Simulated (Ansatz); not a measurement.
**HfZnO3 in P4/mbm, a phase reached by a soft mode: following an unstable mode**

Aim: this structure of HfZnO3 in P4/mbm, a phase reached by a soft mode is to be tested for unstable modes, and one is followed downhill.

Program: Ansatz 0.2.0. Level of theory: DFT PBEsol, scalar-relativistic, plane waves, PAW; PAW set soft_1. Results are calculated unless marked as measured.

The structure was built from a prototype and need not be the compound's stable phase.

## Step 1: Starting point

It takes space group P4/mbm (No. 127, tetragonal). Conventional cell: a = 5.550 Å, b = 5.550 Å, c = 3.930 Å, α = 90.00°, β = 90.00°, γ = 90.00°. Nearest to Zn lie 4 O at 2.32 Å. Hf has 6 O at 1.96 to 2.09 Å nearest. Nearest to O lie 2 Hf at 2.09 Å and 2 Zn at 2.32 Å. Nearest to O lie 2 Hf at 1.96 Å. Farther neighbours and most contacts between anions are not listed.

## Step 2: Linear response at the zone centre

This phase was reached earlier by freezing in an unstable mode of a structure of higher symmetry and relaxing. Its zone-centre modes can show that it is still unstable.

input.yaml reads:

```yaml
crystal:
  lattice:
    - [5.5496102838, 0.0, 0.0]
    - [0.0, 5.5496102838, 0.0]
    - [0.0, 0.0, 3.9296625994]
  atoms:
    - { symbol: Zn, position: [0.0, 0.5, 0.0] }
    - { symbol: Zn, position: [0.5, 0.0, 0.0] }
    - { symbol: Hf, position: [0.0, 0.0, 0.5] }
    - { symbol: Hf, position: [0.5, 0.5, 0.5] }
    - { symbol: O, position: [0.1580810847, 0.6580810847, 0.5] }
    - { symbol: O, position: [0.8419189153, 0.3419189153, 0.5] }
    - { symbol: O, position: [0.3419189153, 0.1580810847, 0.5] }
    - { symbol: O, position: [0.6580810847, 0.8419189153, 0.5] }
    - { symbol: O, position: [0.0, 0.0, 0.0] }
    - { symbol: O, position: [0.5, 0.5, 0.0] }
kpoints:
  mp_grid: { grid: [6, 6, 8] }
hamiltonian:
  xc: pbesol
  pseudopotentials: { kind: paw, azcp: { folder: soft_1 }, xc_functional: pbe }
scf:
  occupations: { method: fixed }
output:
  eigenvalues: true
phonons:
  method: dfpt
  dielectric: true
  rigid_motions: translations
```

On the command line:

```
$ ansatz run input.yaml --threads 8 --pin off --max-ram 16384MiB --backend cpu --events-out ev --progress --plain --runs-dir out
```

Numbers of over 12 decimals in the logs are rounded to 6 here.

The program printed:

```text
Engine: ansatz 0.2.0, aarch64-unknown-linux-gnu
Pseudopotentials: kind: paw
Pseudopotential: Zn, paw, valence charge 12, recommended cutoff 420 eV (normal), soft_1/Zn.paw.azcp
Pseudopotential: Hf, paw, valence charge 26, recommended cutoff 420 eV (normal), soft_1/Hf.paw.azcp
Pseudopotential: O, paw, valence charge 6, recommended cutoff 420 eV (normal), soft_1/O.paw.azcp
Functional definition: PBEsol
  exchange = pbesol_x
  correlation = pbesol_c
Crystal: 10 atoms, lattice volume = 121.026 Å³
Basis set: ecut = 420 eV, 2393 PW (Γ), exchange–correlation on 80×80×54 points (8 copies of the dense FFT grid, shifted against one another)
Bands: 68, of which v1, the nominal top of the filled ones, is band 56 counted from 1 (55 counted from 0)
Symmetry: 16 space group operations
k-points: 148 of 288 (irreducible under 1 space group operation, time reversal used)
Non-local potential: Zn, projectors of the file, l = 0: 2, l = 1: 2, l = 2: 3, l = 3: 1
Non-local potential: Hf, projectors of the file, l = 0: 3, l = 1: 2, l = 2: 2, l = 3: 3
Non-local potential: O, projectors of the file, l = 0: 2, l = 1: 2, l = 2: 1
PAW form: soft (Blöchl's): semilocal exchange-correlation on the pseudo side does not see the compensation charge
PAW frozen core: Zn, regenerated for the run's functional, and the local potential with it (the file was generated under x = pbe(κ = 0.804, μ = 0.219515), c = pbe(β = 0.066725))
PAW frozen core: Hf, regenerated for the run's functional, and the local potential with it (the file was generated under x = pbe(κ = 0.804, μ = 0.219515), c = pbe(β = 0.066725))
PAW frozen core: O, regenerated for the run's functional, and the local potential with it (the file was generated under x = pbe(κ = 0.804, μ = 0.219515), c = pbe(β = 0.066725))
PAW one-centre angular grid: Zn, 590 points (default); XC on 64 Gauss nodes
PAW one-centre angular grid: Hf, 590 points (default); XC on 64 Gauss nodes
PAW one-centre angular grid: O, 110 points (default); XC on 64 Gauss nodes
Initial density: superposition of atomic densities (chi_scale 0.1, normalization cell, long waves kept (reshape's long-wave potential 0.00 eV rms))
Initial wavefunctions: pseudopotential atomic-orbital guess
Functional: x = pbesol(κ = 0.804, μ = 0.123457), c = pbesol(β = 0.046)
SCF iter   1: F=—  HF=-41137.293605 eV  |F-HF|=—  |Δ(HF+E_count)|=         —  Δρ=1.08e-1  dr2=1.57e1  ethr=3.10e-3  ⟨swp⟩=4.2  Hψ=30871  notcnv=0  defer=993
preconditioner: auto → Resta (q_TF=auto, 2.693 Å⁻¹)  ε∞=5.4  [insulator: Δε(μ)=1.042 eV  Ē_g=16.747 eV  n_scr=38 (ndim 8)  ℏωp=35.1 eV  f_vac=0.000  ε∞_Penn≈5.4]
SCF iter   2: F=—  HF=-41133.425042 eV  |F-HF|=—  |Δ(HF+E_count)|=    3.87e0  Δρ=4.44e-2  dr2=3.32e0  ethr=3.10e-3  ⟨swp⟩=2.0  Hψ=21071  notcnv=0  defer=1455
SCF iter   3: F=—  HF=-41132.313702 eV  |F-HF|=—  |Δ(HF+E_count)|=    1.11e0  Δρ=2.63e-2  dr2=9.64e-1  ethr=2.96e-3  ⟨swp⟩=2.0  Hψ=17995  notcnv=0  defer=1440
SCF iter   4: F=—  HF=-41132.008974 eV  |F-HF|=—  |Δ(HF+E_count)|=   3.05e-1  Δρ=8.53e-3  dr2=5.85e-2  ethr=8.61e-4  ⟨swp⟩=2.0  Hψ=19945  notcnv=0  defer=1418
SCF iter   5: F=—  HF=-41132.037529 eV  |F-HF|=—  |Δ(HF+E_count)|=   2.86e-2  Δρ=4.20e-3  dr2=2.18e-2  ethr=5.22e-5  ⟨swp⟩=2.2  Hψ=17287  notcnv=0  defer=1478
SCF iter   6: F=—  HF=-41132.022353 eV  |F-HF|=—  |Δ(HF+E_count)|=   1.52e-2  Δρ=1.17e-3  dr2=1.57e-3  ethr=1.95e-5  ⟨swp⟩=2.6  Hψ=18113  notcnv=0  defer=1480
SCF iter   7: F=—  HF=-41132.023107 eV  |F-HF|=—  |Δ(HF+E_count)|=   7.54e-4  Δρ=6.48e-4  dr2=4.27e-4  ethr=1.41e-6  ⟨swp⟩=2.0  Hψ=17928  notcnv=0  defer=1480
SCF iter   8: F=—  HF=-41132.023163 eV  |F-HF|=—  |Δ(HF+E_count)|=   5.54e-5  Δρ=3.62e-4  dr2=1.37e-4  ethr=3.82e-7  ⟨swp⟩=2.0  Hψ=16639  notcnv=0  defer=1190
SCF iter   9: F=—  HF=-41132.023168 eV  |F-HF|=—  |Δ(HF+E_count)|=   5.59e-6  Δρ=7.75e-5  dr2=6.14e-6  ethr=1.22e-7  ⟨swp⟩=2.2  Hψ=16580  notcnv=0  defer=742
SCF iter  10: F=—  HF=-41132.023171 eV  |F-HF|=—  |Δ(HF+E_count)|=   2.94e-6  Δρ=4.29e-5  dr2=1.58e-6  ethr=5.49e-9  ⟨swp⟩=2.0  Hψ=18316  notcnv=0  defer=728
SCF iter  11: F=—  HF=-41132.023171 eV  |F-HF|=—  |Δ(HF+E_count)|=   5.80e-7  Δρ=1.93e-5  dr2=2.70e-7  ethr=1.41e-9  ⟨swp⟩=2.3  Hψ=16836  notcnv=0  defer=728
SCF iter  12: F=—  HF=-41132.023171 eV  |F-HF|=—  |Δ(HF+E_count)|=   1.89e-8  Δρ=5.36e-6  dr2=2.35e-8  ethr=2.41e-10  ⟨swp⟩=2.0  Hψ=17555  notcnv=0  defer=728
SCF iter  13: F=—  HF=-41132.023171 eV  |F-HF|=—  |Δ(HF+E_count)|=   7.58e-9  Δρ=1.26e-6  dr2=1.71e-9  ethr=2.10e-11  ⟨swp⟩=2.0  Hψ=15732  notcnv=0  defer=728
SCF iter  14: F=-41132.023171 eV  HF=-41132.023171 eV  |F-HF|=4.37e-11  |Δ(HF+E_count)|=  3.20e-10  Δρ=3.35e-7  dr2=9.89e-11  ethr=1.00e-12  ⟨swp⟩=12.4  Hψ=74725  notcnv=0
SCF 1 converged in 14 iterations: F = -41132.023171 eV  dr2 = 9.89e-11
  greatest PAW one-centre occupation: 0.999 electrons in one spin orbital (limit 2), on the Hf atom at site 3 (counted from 0), in its partial waves of l = 0
DFPT response loops at Γ: preconditioner auto → Resta (q_TF=auto, 2.693 Å⁻¹)  ε∞=10.9 (no band partly filled); β = 1.00, the filter's whole step (`scf.mixing.beta` (0.50) is not read by the response loops at its default; to damp them type it under 1.00, their step now; it binds the ground state too); Broyden in place of MSR1
── the response to a field inside a basis, on 10×10×12 k-points: an SCF that follows is theirs, and a resumed run solves both again ──
Bands: 57, of which v1, the nominal top of the filled ones, is band 56 counted from 1 (55 counted from 0)
k-points: 90 of 1200
Initial density: handed on by an earlier stage of this run
Initial wavefunctions: pseudopotential atomic-orbital guess (no wavefunctions were taken with the density)
Eigensolver: Dense (90 Hₖ)
SCF iter   1: F=—  HF=-41131.790972 eV  |F-HF|=—  |Δ(HF+E_count)|=         —  Δρ=6.40e-4  dr2=1.27e-4  ethr=1.00e-1
preconditioner: auto → Resta (q_TF=auto, 2.693 Å⁻¹)  ε∞=9.4  [insulator: Δε(μ)=0.701 eV  Ē_g=12.090 eV  n_scr=38 (ndim 8)  ℏωp=35.1 eV  f_vac=0.016  ε∞_Penn≈9.4]
SCF iter   2: F=—  HF=-41131.791031 eV  |F-HF|=—  |Δ(HF+E_count)|=   5.83e-5  Δρ=3.51e-4  dr2=5.19e-5  ethr=1.13e-7
SCF iter   3: F=—  HF=-41131.791057 eV  |F-HF|=—  |Δ(HF+E_count)|=   2.67e-5  Δρ=1.37e-4  dr2=8.29e-6  ethr=4.63e-8
SCF iter   4: F=—  HF=-41131.791060 eV  |F-HF|=—  |Δ(HF+E_count)|=   2.28e-6  Δρ=2.53e-5  dr2=4.71e-7  ethr=7.40e-9
SCF iter   5: F=—  HF=-41131.791060 eV  |F-HF|=—  |Δ(HF+E_count)|=   6.96e-8  Δρ=1.14e-5  dr2=2.23e-7  ethr=4.20e-10
SCF iter   6: F=-41131.791060 eV  HF=-41131.791060 eV  |F-HF|=1.11e-8  |Δ(HF+E_count)|=   6.61e-9  Δρ=4.02e-6  dr2=2.64e-8  ethr=2.00e-10
SCF 1 converged in 6 iterations: F = -41131.791060 eV  dr2 = 2.64e-8
DFPT response loops at Γ: preconditioner auto → Resta (q_TF=auto, 2.693 Å⁻¹)  ε∞=9.3 (no band partly filled); β = 1.00, the filter's whole step (`scf.mixing.beta` (0.50) is not read by the response loops at its default; to damp them type it under 1.00, their step now; it binds the ground state too); Broyden in place of MSR1
WARN: field response: inside a basis, on 10×10×12 points, no mesh in reach settles it: take ε∞, Z* and everything formed from them with what they may err, as stated (eps_inf_uncertainty, zstar_uncertainty_e), and compare with field_mesh: kpoints on a denser kpoints.mp_grid
WARN: field response: ε∞ stands inside a basis, on 10×10×12 points; the force constants stand on the 6×6×8 k-mesh, whose period is 11.18 times the interband length at k = (0.0000, 0.0000, 0.0000), direct gap 0.624 eV, under 14: take them and everything formed from them as unconverged, and compare with a denser kpoints.mp_grid
SCF converged after 14 iterations
Free energy (F): -41132.023171 eV
Harris-Foulkes:  -41132.023171 eV  (|F-HF|=4.37e-11)
Internal energy: -41132.023171 eV  (E = F + TS)
E sigma→0 (E₀):  -41132.023171 eV
Fermi energy:    10.081103 eV
--- Per-component energies (eV) ---
  E_band       = -126.161451
  E_kinetic    = 2108.165564
  E_local      = -19996.838149  (includes V_loc(G=0)·N_el)
  E_nonlocal   = 2115.226453
  E_hartree    = 9023.263261
  E_xc         = -1103.361300
  E_vxc        = -1149.108666  (∫ρ·V_xc dr)
  E_paw        = -19829.794654  (= ΣΔE_a)
  E_vpaw       = -1250.138039  (= ΣTr[D̂ρ^β])
  E_aug_tail   = 0.004218  (compensation charges beyond the density's cutoff)
  E_ewald      = -13452.997116
  E_core_change = 4.308551  (= ΣΔE_core)
  E_smearing   = -0.000000  (= −TS)
  E_closure    = 0.000000  (closes the sum)
  Σ components = -41132.023171   (vs F -41132.023171, Δ=0.00e0)
--- Band table (eV; the first three rows and the last of 148) ---
  k-point 0: bands = [... 52 lower, 9.2455, 9.5632, 9.9640, 9.9640, 10.5877, 12.6752, 14.2791, 14.2791, ... 8 higher]
  k-point 1: bands = [... 52 lower, 9.0034, 9.0034, 9.9961, 9.9961, 11.1257, 12.8046, 14.6749, 14.6749, ... 8 higher]
  k-point 2: bands = [... 52 lower, 9.3844, 9.3844, 10.0606, 10.0606, 12.2236, 12.9925, 15.2454, 15.5373, ... 8 higher]
  k-point 147: bands = [... 52 lower, 8.9863, 8.9863, 9.3262, 9.3262, 14.0323, 14.0323, 15.3341, 15.3341, ... 8 higher]
--- Phonons (Γ-DFPT): 8 representative perturbations + reference, on 148 of 288 k-points (Σ response iterations 36) ---
  k mesh reduced under 1 symmetry operation, with k and −k counted as one. Each operation leaves every solved perturbation unchanged. A smaller set is not considered because the run solves the response to a homogeneous field
  ASR residual: 5.854e-4 → 0.000e0 eV/Å²; symmetrization residual: 1.743e-5 eV/Å²
  ASR residual per site (eV/Å²): 6.91e-5 6.91e-5 4.53e-4 4.53e-4 2.00e-4 2.00e-4 2.00e-4 2.00e-4 5.85e-4 5.85e-4
  Γ frequencies (cm⁻¹): -242.86 -242.86 -201.34 -201.34 -145.43 -135.51 -121.37 -121.37 0.00 0.00 0.00 88.45 88.45 99.67 102.06 102.06 121.68 187.94 215.04 215.04 225.51 225.51 468.78 515.72 524.54 524.54 582.07 721.90 736.77 737.31
  ε∞ (high-frequency dielectric tensor):
        6.176525     0.000000     0.000000
        0.000000     6.176525     0.000000
        0.000000     0.000000     6.715759
  softest optical mode at Γ: -242.86 cm⁻¹; the repairs (sum rule, projections) moved no ω² at Γ by more than (4.34 cm⁻¹)²
  Born effective charges Z* (e; rows j = field, columns β = displacement):
    site 0:
         2.52778    0.29419    0.00000
         0.29419    2.52778    0.00000
         0.00000    0.00000    3.10952
    site 1:
         2.52778   -0.29419    0.00000
        -0.29419    2.52778    0.00000
         0.00000    0.00000    3.10952
    site 2:
         5.48138    0.07344    0.00000
        -0.07344    5.48138    0.00000
         0.00000    0.00000    6.16922
    site 3:
         5.48138   -0.07344    0.00000
         0.07344    5.48138    0.00000
         0.00000    0.00000    6.16922
    site 4:
        -3.04357    0.98841    0.00000
         0.98841   -3.04357    0.00000
         0.00000    0.00000   -2.02873
    site 5:
        -3.04357    0.98841    0.00000
         0.98841   -3.04357    0.00000
         0.00000    0.00000   -2.02873
    site 6:
        -3.04357   -0.98841    0.00000
        -0.98841   -3.04357    0.00000
         0.00000    0.00000   -2.02873
    site 7:
        -3.04357   -0.98841    0.00000
        -0.98841   -3.04357    0.00000
         0.00000    0.00000   -2.02873
    site 8:
        -1.92202    0.14345    0.00000
        -0.14345   -1.92202    0.00000
         0.00000    0.00000   -5.22128
    site 9:
        -1.92202   -0.14345    0.00000
         0.14345   -1.92202    0.00000
         0.00000    0.00000   -5.22128
  Z* charge neutrality: 1.422e-2 e pre-enforcement
  solved inside a basis spanned on kpoints, on 10×10×12 k-points, which do not settle them: ε∞ is read to err by 6.7e-2, Z* by 7.3e-2 e (field_mesh: kpoints solves on kpoints); Z* is corrected for what the basis lacks
  optical modes at Γ without the LO–TO term, one row a degenerate level:
      ω (cm⁻¹)  modes    IR ((D/Å)²/amu)
       -242.86      2            33.7091
       -201.34      2            20.0794
       -145.43      1            30.2001
       -135.51      1             0.0000
       -121.37      2             0.0000
         88.45      2             2.1290
         99.67      1             0.0000
[...]
optical modes at Γ + LO–TO along q̂ = [1.0000, 0.0000, 0.0000]:
      ω (cm⁻¹)  modes    IR ((D/Å)²/amu)
[...]
optical modes at Γ + LO–TO along q̂ = [0.0000, 1.0000, 0.0000]:
      ω (cm⁻¹)  modes    IR ((D/Å)²/amu)
[...]
optical modes at Γ + LO–TO along q̂ = [0.0000, 0.0000, 1.0000]:
      ω (cm⁻¹)  modes    IR ((D/Å)²/amu)
[...]
102.06      2             1.1698
        121.68      1             0.0000
        215.04      2             0.1370
        225.51      2            44.0527
        312.83      1            20.5304
        468.78      1             0.0000
        515.72      1             0.0000
        524.54      2            62.9610
        582.07      1             0.0000
        721.90      1             0.0000
        737.31      1             0.0000
        875.02      1            96.1688
```

It took 4.7 min on 8 threads of Arm Neoverse V2, shared host; peak memory 4.9 GiB.

Reading the cycles: dr2 is the Hartree energy of the density residual (eV), the measure of convergence; HF is the Harris–Foulkes estimate of the energy, which meets the free energy F at convergence.

Numbers from this step:

- gap on the k-mesh: 0.5066 eV
- volume per atom: 12.10 Å³
- sum-rule residual before enforcement: 5.85e-4 eV/Å²
- miss of the charge sum rule: 0.01422 e
- estimated error of the dielectric tensor: 0.06750
- estimated error of the Born charges: 0.07330 e
- point group: 4/mmm
- highest optical mode at the zone centre (no LO-TO term): 737.3 cm⁻¹
- lowest optical zone-centre mode: -242.9 cm⁻¹
- mean high-frequency dielectric constant: 6.356
- largest Born charge (third of the trace): 5.711 e
- top of the zone-centre spectrum with the field: 875.0 cm⁻¹

Patterns of degenerate modes are one choice out of their space. Modes at Γ, with each element's share of the kinetic energy (negative means imaginary):

```csv
mode,frequency (cm⁻¹),symmetry,Zn %,Hf %,O %
1,-242.9,Eu,8,2,90
2,-242.9,Eu,8,2,90
3,-201.3,Eu,34,0,65
4,-201.3,Eu,34,0,65
5,-145.4,A2u,61,3,36
6,-135.5,B1u,63,0,37
7,-121.4,Eg,0,0,100
8,-121.4,Eg,0,0,100
9,0.0,acoustic,22,61,16
10,0.0,acoustic,22,61,16
11,0.0,acoustic,22,61,16
12,88.5,Eu,73,15,13
13,88.5,Eu,73,15,13
14,99.7,A1u,0,95,5
15,102.1,Eu,26,56,18
16,102.1,Eu,26,56,18
17,121.7,B1u,37,0,63
18,187.9,A2u,17,31,52
19,215.0,Eu,35,46,18
20,215.0,Eu,35,46,18
21,225.5,Eu,1,17,82
22,225.5,Eu,1,17,82
23,468.8,A1g,0,0,100
24,515.7,B2g,0,0,100
25,524.5,Eu,0,2,97
26,524.5,Eu,0,2,97
27,582.1,B1g,0,0,100
28,721.9,A2g,0,0,100
29,736.8,A2u,0,5,95
30,737.3,A1u,0,5,95
```

Displacements in mode 1 (-242.9 cm⁻¹), the largest set to 1:
```
Zn1 -0.15  0.15  0.00
Zn2  0.00  0.00  0.00
Hf3 -0.01  0.05  0.00
Hf4 -0.05  0.01  0.00
O5   0.12 -0.12  0.00
O6   0.12 -0.12  0.00
O7  -0.07  0.08  0.00
O8  -0.07  0.08  0.00
O9   0.21 -1.00  0.00
O10  1.00 -0.19  0.00
```

Displacements in mode 4 (-201.3 cm⁻¹), the largest set to 1:
```
Zn1 -0.37 -0.32  0.00
Zn2  0.18  0.00  0.00
Hf3  0.01 -0.02  0.00
Hf4 -0.02  0.00  0.00
O5   0.14  0.16  0.00
O6   0.14  0.16  0.00
O7   0.00  0.08  0.00
O8   0.00  0.08  0.00
O9  -0.39  0.93  0.00
O10  1.00  0.12  0.00
```

Before it was imposed, the acoustic sum rule was missed by 5.9e-4 eV/Å² and the charge sum rule by 0.014 e. Small misses are needed for a sound result but don't prove that mesh and cutoff are converged. The lowest optical mode is imaginary, 242.9i cm⁻¹, so the energy falls along it.

The log warns of the k mesh: “the force constants stand on the 6×6×8 k-mesh, whose period is 11.18 times the interband length at k = (0.0000, 0.0000, 0.0000), direct gap 0.624 eV, under 14: take them and everything formed from them as unconverged”.

## Step 3: The mode frozen in, largest atomic shift 0 Å

The mode followed lies at Γ with frequency 242.9i cm⁻¹ and is 2-fold degenerate, the softest among the wavevectors solved. At small amplitude the distorted cell has space group no. 26 by a symmetry search on the positions. The undistorted cell that holds it gives the zero of energy on the same k mesh.

Edit input.yaml of step 2 so:

```diff
@@ -22,8 +22,6 @@
 scf:
-  occupations: { method: fixed }
+  occupations: { method: gaussian, width: 0.02 }
 output:
+  forces: true
+  stress: true
   eigenvalues: true
-phonons:
-  method: dfpt
-  dielectric: true
-  rigid_motions: translations
```

The program printed:

```text
[...]
Crystal: 10 atoms, lattice volume = 121.026 Å³
Basis set: ecut = 420 eV, 2393 PW (Γ), exchange–correlation on 80×80×54 points (8 copies of the dense FFT grid, shifted against one another)
Bands: 68, of which v1, the nominal top of the filled ones, is band 56 counted from 1 (55 counted from 0)
Symmetry: 16 space group operations
[...]
k-points: 50 of 288
[...]
k-point 0: bands = [... 52 lower, 9.2456, 9.5633, 9.9640, 9.9640, 10.5877, 12.6752, 14.2790, 14.2790, ... 5 higher]
  k-point 1: bands = [... 52 lower, 9.0034, 9.0034, 9.9960, 9.9960, 11.1257, 12.8046, 14.6749, 14.6749, ... 5 higher]
  k-point 2: bands = [... 52 lower, 9.3844, 9.3844, 10.0606, 10.0606, 12.2236, 12.9925, 15.2453, 15.5373, ... 5 higher]
  k-point 49: bands = [... 52 lower, 8.9862, 8.9862, 9.3263, 9.3263, 14.0323, 14.0323, 15.3341, 15.3341, ... 5 higher]
[key lines of the parts left out:]
SCF converged after 10 iterations
Free energy (F): -41132.023171 eV
Fermi energy:    10.334901 eV
P = ⅓ Tr σ = 0.0048 GPa (0.048 kbar)
```

Run time: 4.1 s. Hardware: 8 threads; peak memory 0.85 GiB; 30 s of CPU time.

This step gave:

- pressure: 0.004811 GPa
- energy from the undistorted cell: 0 meV/atom

At this level the gap is 0.51 eV on the k-mesh of the self-consistent run, which can miss the band edges.

(Part 1 of 3 ends here.)

[Logs are printed without paths, hosts, clocks, repeated set-up lines and the standing remarks that a program may print on its own settings, such as how far it seeks lower states.]

[Hosts, paths, dates, database ids (printed as entryN), source tags and the programs' standing remarks are cut or masked in the printed files.]
